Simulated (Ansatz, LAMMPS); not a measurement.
# Static equation of state of amorphous Si0.7Ge0.3 (120 atoms)

Density of this cell: 3.19 g/cm³. The cell holds 120 atoms: 84 Si and 36 Ge. Its edges and angles: a = 13.568 Å, b = 13.765 Å, c = 13.879 Å, α = 88.2°, β = 90.1°, γ = 88.9°. The starting structure: 120 atoms (84 Si, 36 Ge) placed at random at 3.16 g/cm³, melted at 3500 K for 10 ps at fixed volume with the Tersoff potential (Tersoff, Phys. Rev. B 39, 5566 (1989)). Quenched from 3500 K to 700 K at 10 K/ps and fixed volume, held 5 ps, then minimised at fixed cell.

Calculated with Ansatz 0.2.0: Kohn-Sham DFT, PBE, PAW (set soft_1), plane waves; PAW set soft_1; cutoff 420 eV, Γ point, gaussian smearing of 0.05 eV. Cell and atoms were relaxed first, to V0 = 21.587 Å³ an atom at a residual P0 = 0.003 GPa. The cell was then scaled evenly, and the atoms were relaxed at each volume.

| volume (Å³/atom) | pressure (GPa) |
| --- | --- |
| 19.428 | ? |
| 20.292 | 4.415 |
| 20.939 | 2.090 |
| 22.234 | -1.859 |
| 22.882 | -3.235 |

Task: Fit the third-order Birch–Murnaghan equation to the rows given and extrapolate to the withheld row.

**Working.**

Take the Eulerian strain f = ½[(V0/V)^(2/3) − 1] and the normalised pressure F = (P − P0) / [3f(1 + 2f)^(5/2)]. The third-order Birch–Murnaghan equation is then the line F = B0 + (3/2)B0(B′ − 4) f, so u = f and v = F.

```
      u = f  v = F (GPa)
  0.0210563      62.9973
  0.0102571      64.4790
-0.00975633      66.8399
 -0.0190504      62.4372
```

With n = 4: mean u = 6.2665e-4, mean v = 64.1884, Σ(u − ū)² = 0.0010051, Σ(u − ū)(v − v̄) = -0.014607. Slope b = -0.014607 / 0.0010051 = -14.532; intercept a = v̄ − b ū = 64.197.

So B0 = a = 64.2 GPa and B′ = 4 + 2b/(3a) = 3.85. At the withheld volume f = 0.03638, F = a + b f = 63.67 GPa, and P = P0 + 3f(1 + 2f)^(5/2) F.

Prediction at 19.428: 8.286 GPa. The run gave 7.744 GPa, so the fit is high by 0.54 GPa (7.0 % of the value).

The series isn't one smooth equation of state: even a line fitted to all rows, the withheld one included, misses F by up to 4.5 %, the count of bonds changes along the series and an atom moves over 0.5 Å in some relaxation. B0 and B′ are then only the numbers of this fit, not moduli of the material. Among the rows given, the largest miss of the fit is at 22.882, by 0.11 GPa (0.96 % of the range of the table).

Limits: Static cells at zero temperature; the cell shape is held. The program notes that the SCF threshold of these relaxations is loose for the stress. The quench rate of 10 K/ps is many orders above laboratory rates, so the cell is likely richer in defects and strain than a real sample. The network of bonds at the start is that of the classical potential that made the cell, and needn't be the one that DFT or experiment would give. Only the Γ point is sampled, in a cell whose shortest periodic width is 14 Å.

[Long decimals in the printed logs are rounded to 6 places.]

[Logs are printed without paths, hosts, clocks, repeated set-up lines and the standing remarks that a program may print on its own settings, such as how far it seeks lower states.]

[Hosts, paths, dates, database ids (printed as entryN), source tags and the programs' standing remarks are cut or masked in the printed files.]
